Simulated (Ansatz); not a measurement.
## Work function of V(110): what the settings cost and change

Aim: the numerical settings behind the work function of V(110), with the cost of each.

Calculated with Ansatz 0.2.0; plane-wave DFT, PBE, Ansatz PAW.

This is a report of a sequence of runs, with most program output left out.

## Step 1: Starting point

The cell holds 7 atoms: 7 V. Its edges and angles: a = 2.615 Å, b = 2.615 Å, c = 30.813 Å, α = 90.0°, β = 90.0°, γ = 70.5°. Vacuum lies along c.

## Step 2: Slab, setting cutoff 200 eV

A work function rests on the faint tail of the density, so the SCF threshold is tight. The cutoff is raised first; then mesh and smearing are varied at the default cutoff.

Contents of input.yaml:

```yaml
crystal:
  lattice:
    - [2.1354624792, -1.51, 0.0]
    - [2.1354624792, 1.51, 0.0]
    - [0.0, 0.0, 30.8127748751]
  atoms:
    - { symbol: V, position: [0.0, 0.0, 0.2920866438] }
    - { symbol: V, position: [0.5, 0.5, 0.3613910959] }
    - { symbol: V, position: [0.0, 0.0, 0.4306955479] }
    - { symbol: V, position: [0.5, 0.5, 0.5] }
    - { symbol: V, position: [0.0, 0.0, 0.5693044521] }
    - { symbol: V, position: [0.5, 0.5, 0.6386089041] }
    - { symbol: V, position: [0.0, 0.0, 0.7079133562] }
kpoints:
  mp_grid: { grid: [16, 16, 1] }
hamiltonian:
  xc: pbe
scf:
  occupations: { method: fermi_dirac, width: 0.1 }
  convergence: { dr2_threshold: 1.0e-09 }
efield:
  axis: 3
  dipole_correction: true
  ramp_position: 0.97
  ramp_width: 0.06
basis:
  ecutwfc: "200 eV"
output:
  write_potential: true
  write_density: true
  volumetric_format: npy
  elf: true
```

Launch:

```
> ansatz run input.yaml --threads 2 --pin off --max-ram 3072MiB --backend cpu --events-out ev --progress --plain --runs-dir out
```

Run time: 64 s. Hardware: 2 threads of Arm Neoverse N1, shared host; peak memory 0.56 GiB; 2 min of CPU time.

This step gave:

* energy at zero smearing: -20334.4588 eV
* work function, upper face: 4.986 eV

Running mean over 2.135 Å of the planar mean; the ramp of the sawtooth is left out. Electron's electrostatic potential energy less the Fermi level against z:

```
z (Å)  electron's electrostatic potential energy less the Fermi level (eV)
  3.5                                                                 4.93
  4.0                                                                 4.90
  4.5                                                                 4.88
  5.0                                                                 4.83
  5.5                                                                 4.77
  6.0                                                                 4.64
  6.5                                                                 4.32
  7.0                                                                 3.45
  7.5                                                                0.975
  8.0                                                                -2.94
  8.5                                                                -6.40
  9.0                                                                -7.75
  9.5                                                                -7.76
 10.0                                                                -7.68
 10.5                                                                -7.67
 11.0                                                                -7.67
 11.5                                                                -7.67
 12.0                                                                -7.67
 12.5                                                                -7.66
 13.0                                                                -7.66
 13.5                                                                -7.66
 14.0                                                                -7.67
 14.5                                                                -7.67
 15.0                                                                -7.67
 15.5                                                                -7.67
 16.0                                                                -7.67
 16.5                                                                -7.67
 17.0                                                                -7.67
 17.5                                                                -7.66
 18.0                                                                -7.66
 18.5                                                                -7.66
 19.0                                                                -7.67
 19.5                                                                -7.67
 20.0                                                                -7.67
 20.5                                                                -7.67
 21.0                                                                -7.70
 21.5                                                                -7.80
 22.0                                                                -7.51
 22.5                                                                -5.29
 23.0                                                                -1.44
 23.5                                                                 2.15
 24.0                                                                 3.89
 24.5                                                                 4.47
 25.0                                                                 4.70
 25.5                                                                 4.80
 26.0                                                                 4.85
 26.5                                                                 4.89
 27.0                                                                 4.91
 27.5                                                                 4.94
```

Electrostatic potential energy in the ca plane at fractional y = 0.000, with atoms of V within 0.2 Å of it. With pseudopotentials it is smooth inside the atoms' cores, unlike the true potential.

Values in eV, 5 rows by 16 columns, each cell a mean:
```
  6   0 -24 -10   6   5 -21 -17   6   6 -14 -23   3  10  10  10
  4   5  -9   2   5   5  -5  -3   5   5  -1  -7   7  10  10  10
  4   6   3   6   4   6   4   4   5   5   5   3   8  10  10  10
  5   4 -17  -2   5   5 -12  -9   5   5  -6 -15   6  10  10  10
  7  -1 -23 -12   6   5 -21 -18   6   6 -16 -23   2  10  10  10
```
Columns run along c (16.0 Å, from fractional 0.35 to 0.87 of the cell; values clipped at the 3rd and 97th percentile), rows up along a (2.6 Å). Atoms in or near the plane, at fractional coordinates: V at (0.43, 0.00), V at (0.57, 0.00), V at (0.71, 0.00).

Valence density in the ca plane at fractional y = 0.000, with atoms of V within 0.2 Å of it. It is the smooth field of the valence electrons, not physical close to the nuclei.

Values in units of 1e0 e/Å³, 5 rows by 16 columns, each cell a mean:
```
0.2 0.4 6.8 1.5 0.2 0.3 4.9 3.6 0.2 0.2 2.6 5.9 0.1 0.0 0.0 0.0
0.2 0.3 0.8 0.3 0.2 0.2 0.7 0.5 0.2 0.2 0.5 0.7 0.1 0.0 0.0 0.0
0.2 0.2 0.3 0.2 0.2 0.2 0.3 0.3 0.2 0.2 0.3 0.2 0.1 0.0 0.0 0.0
0.2 0.3 1.9 0.5 0.2 0.2 1.4 1.1 0.2 0.2 0.8 1.7 0.1 0.0 0.0 0.0
0.2 0.5 9.4 2.1 0.2 0.3 6.8 4.9 0.2 0.2 3.6 8.1 0.2 0.0 0.0 0.0
```
Columns run along c (16.0 Å, from fractional 0.35 to 0.87 of the cell), rows up along a (2.6 Å). Atoms in or near the plane, at fractional coordinates: V at (0.43, 0.00), V at (0.57, 0.00), V at (0.71, 0.00).

ELF in the ca plane at fractional y = 0.000, with atoms of V within 0.2 Å of it. It is the smooth field of the valence electrons, not physical close to the nuclei.

Ten even steps from '0' (0.00) to '9' (0.75), each cell a mean:
```
54552599943554542799823555633899710000000000
43452278523543542478424544542587301000000000
43454223235533454223245433553232121000000000
43456533355543455433456533455433432100000000
43455322245533455322255433454222231100000000
43453245324543452255225533552365211000000000
54552499833554541699624544642799510000000000
54552699942555542899833555634999710000000000
```
Columns run along c (16.0 Å, from fractional 0.35 to 0.87 of the cell), rows up along a (2.6 Å). Atoms in or near the plane, at fractional coordinates: V at (0.43, 0.00), V at (0.57, 0.00), V at (0.71, 0.00).

The work function is 4.986 eV. The program marks this work function as in doubt.

## Step 3: Run

input.yaml: that of step 2 with these lines changed.

```diff
@@ -26,3 +26,3 @@
 basis:
-  ecutwfc: "200 eV"
+  ecutwfc: "300 eV"
 output:
@@ -31,2 +31 @@
   volumetric_format: npy
-  elf: true
```

Wall time 92 s (2 threads); peak memory 0.7 GiB.

The work function is 4.772 eV, -0.214 eV from the run “cutoff 200 eV”, at 1.4 times its CPU time.

## Step 4: Slab

input.yaml: that of step 3 with these lines changed.

```diff
@@ -26,3 +26,3 @@
 basis:
-  ecutwfc: "300 eV"
+  ecutwfc: "420 eV"
 output:
```

The job ended after 2.2 min (2 threads; peak memory 0.98 GiB).

The work function is 4.775 eV, -0.211 eV from the run “cutoff 200 eV”, at 2.0 times its CPU time.

## Step 5: Slab

input.yaml: that of step 4 with these lines changed.

```diff
@@ -26,3 +26,3 @@
 basis:
-  ecutwfc: "420 eV"
+  ecutwfc: "600 eV"
 output:
```

The job ended after 3.8 min (2 threads; peak memory 1.5 GiB).

The work function is 4.775 eV, -0.000 eV from the run “cutoff 420 eV”, at 1.6 times its CPU time.

## Step 6: Run

input.yaml: that of step 5 with these lines changed.

```diff
@@ -14,3 +14,3 @@
 kpoints:
-  mp_grid: { grid: [16, 16, 1] }
+  mp_grid: { grid: [3, 3, 1] }
 hamiltonian:
@@ -25,4 +25,2 @@
   ramp_width: 0.06
-basis:
-  ecutwfc: "600 eV"
 output:
```

It took 14 s on 2 threads; peak memory 0.4 GiB.

The work function is 4.814 eV, +0.039 eV from the run “cutoff 420 eV”, at 0.055 times its CPU time.

## Step 7: Run

input.yaml: that of step 6 with these lines changed.

```diff
@@ -14,3 +14,3 @@
 kpoints:
-  mp_grid: { grid: [3, 3, 1] }
+  mp_grid: { grid: [5, 5, 1] }
 hamiltonian:
```

Wall time 29 s (2 threads); peak memory 0.45 GiB.

The work function is 4.789 eV, +0.014 eV from the run “cutoff 420 eV”, at 0.13 times its CPU time.

## Step 8: Slab

input.yaml: that of step 7 with these lines changed.

```diff
@@ -14,3 +14,3 @@
 kpoints:
-  mp_grid: { grid: [5, 5, 1] }
+  mp_grid: { grid: [11, 11, 1] }
 hamiltonian:
```

It took 1.7 min on 2 threads; peak memory 0.66 GiB; 2.1 min of CPU time.

The work function is 4.776 eV, +0.001 eV from the run “cutoff 420 eV”, at 0.49 times its CPU time.

## Step 9: Run

input.yaml: that of step 8 with these lines changed.

```diff
@@ -14,3 +14,3 @@
 kpoints:
-  mp_grid: { grid: [11, 11, 1] }
+  mp_grid: { grid: [24, 24, 1] }
 hamiltonian:
```

Elapsed: 7.3 min, on 2 threads; peak memory 1.7 GiB; 9.6 min of CPU time.

The work function is 4.774 eV, -0.001 eV from the run “cutoff 420 eV”, at 2.3 times its CPU time.

## Step 10: Run

input.yaml: that of step 9 with these lines changed.

```diff
@@ -14,3 +14,3 @@
 kpoints:
-  mp_grid: { grid: [24, 24, 1] }
+  mp_grid: { grid: [16, 16, 1] }
 hamiltonian:
@@ -18,3 +18,3 @@
 scf:
-  occupations: { method: fermi_dirac, width: 0.1 }
+  occupations: { method: gaussian, width: 0.05 }
   convergence: { dr2_threshold: 1.0e-09 }
```

Wall time 3 min (2 threads); peak memory 0.98 GiB.

The work function is 4.807 eV, +0.032 eV from the run “cutoff 420 eV”, at 0.98 times its CPU time.

## Step 11: Slab

input.yaml: that of step 10 with these lines changed.

```diff
@@ -18,3 +18,3 @@
 scf:
-  occupations: { method: gaussian, width: 0.05 }
+  occupations: { method: methfessel_paxton, width: 0.2 }
   convergence: { dr2_threshold: 1.0e-09 }
```

Run time: 3.1 min. Hardware: 2 threads; peak memory 0.98 GiB.

The work function is 4.820 eV, +0.045 eV from the run “cutoff 420 eV”, at 1.0 times its CPU time.

## Step 12: Slab

input.yaml: that of step 11 with these lines changed.

```diff
@@ -18,3 +18,3 @@
 scf:
-  occupations: { method: methfessel_paxton, width: 0.2 }
+  occupations: { method: fermi_dirac, width: 0.3 }
   convergence: { dr2_threshold: 1.0e-09 }
```

Elapsed: 4.6 min, on 2 threads; peak memory 1.3 GiB; 6.1 min of CPU time.

The work function is 4.660 eV, -0.115 eV from the run “cutoff 420 eV”, at 1.5 times its CPU time.

## Step 13: Run

input.yaml: that of step 12 with these lines changed.

```diff
@@ -18,3 +18,3 @@
 scf:
-  occupations: { method: fermi_dirac, width: 0.3 }
+  occupations: { method: cold, width: 0.1 }
   convergence: { dr2_threshold: 1.0e-09 }
```

It took 3.1 min on 2 threads; peak memory 0.98 GiB.

The work function is 4.813 eV, +0.038 eV from the run “cutoff 420 eV”, at 1.0 times its CPU time.

## Step 14: The series together

Times are for 2 threads of Arm Neoverse N1, shared host. The runs compared:

```
no.                            setting  work function, upper face (eV)     time  memory (GiB)
  1                      cutoff 200 eV                           4.986     64 s          0.56
  2                      cutoff 300 eV                           4.772     92 s           0.7
  3                      cutoff 420 eV                           4.775  2.2 min          0.98
  4                      cutoff 600 eV                           4.775  3.8 min           1.5
  5                           mesh 3x3                           4.814     14 s           0.4
  6                           mesh 5x5                           4.789     29 s          0.45
  7                         mesh 11x11                           4.776  1.7 min          0.66
  8                         mesh 24x24                           4.774  7.3 min           1.7
  9          Gaussian smearing 0.05 eV                           4.807    3 min          0.98
 10  methfessel_paxton smearing 0.2 eV                           4.820  3.1 min          0.98
 11        fermi_dirac smearing 0.3 eV                           4.660  4.6 min           1.3
 12               cold smearing 0.1 eV                           4.813  3.1 min          0.98
```

## Step 15: Varying the input

An input spoilt on purpose, to show how the run answers: it repeats the earlier run “cutoff 200 eV” with efield.axis from 3 to 1, and scf.max_iter set to 100; its output block differs too.

input.yaml: that of step 13 with these lines changed.

```diff
@@ -18,6 +18,7 @@
 scf:
-  occupations: { method: cold, width: 0.1 }
+  occupations: { method: fermi_dirac, width: 0.1 }
   convergence: { dr2_threshold: 1.0e-09 }
+  max_iter: 100
 efield:
-  axis: 3
+  axis: 1
   dipole_correction: true
@@ -25,2 +26,4 @@
   ramp_width: 0.06
+basis:
+  ecutwfc: "200 eV"
 output:
```

Wall time 0.83 s (2 threads); peak memory 0.34 GiB.

The program refused the input before any cycle.

The program's message: “Error: efield: ion 0 (V) at fractional coordinate 0.0000 along the field axis lies inside the sawtooth ramp with 2 of the planes that the density is read on at each end, [0.8367, 0.1633] — the ramp mu …”

The fault put into the input: the field along an axis without vacuum.

## Step 16: Outcome

```json
{
  "work function, cutoff 200 eV": "4.986 eV",
  "work function, cutoff 420 eV": "4.775 eV",
  "work function, cutoff 600 eV": "4.775 eV",
  "work function, fermi_dirac smearing 0.3 eV": "4.660 eV"
}
```

In words: The run at the highest cutoff gives 4.77 eV, and the settings tried spread the value from 4.66 to 4.99 eV. Against 600 eV, a cutoff of 200 eV is off by +0.211 eV. Against 600 eV, a cutoff of 420 eV is off by +0.000 eV. Against the finest mesh, 24 points along a, the coarser ones are off by +0.04 (3), +0.02 (5) and +0.00 (11) eV. The smearing schemes and widths spread it over 0.16 eV. The program marks the value as in doubt in “cutoff 200 eV”. The ladder's slabs use the tabulated experimental lattice constant (two decimals; a low-temperature value for the alkali metals). The main runs have no spin polarisation; a magnetic state could lie lower and would change these results. In 1 run of the series (cutoff 200 eV) the program warns that electrons reach the sawtooth's ramp, which makes dipole and work function less sure.

[Logs are printed without paths, hosts, clocks, repeated set-up lines and the standing remarks that a program may print on its own settings, such as how far it seeks lower states.]

[Hosts, paths, dates, database ids (printed as entryN), source tags and the programs' standing remarks are cut or masked in the printed files.]

[Maps of the electrostatic potential energy from Ansatz leave out the sawtooth potential of an applied field or a dipole correction, so their vacuum need not be flat; planar profiles and work functions include it.]
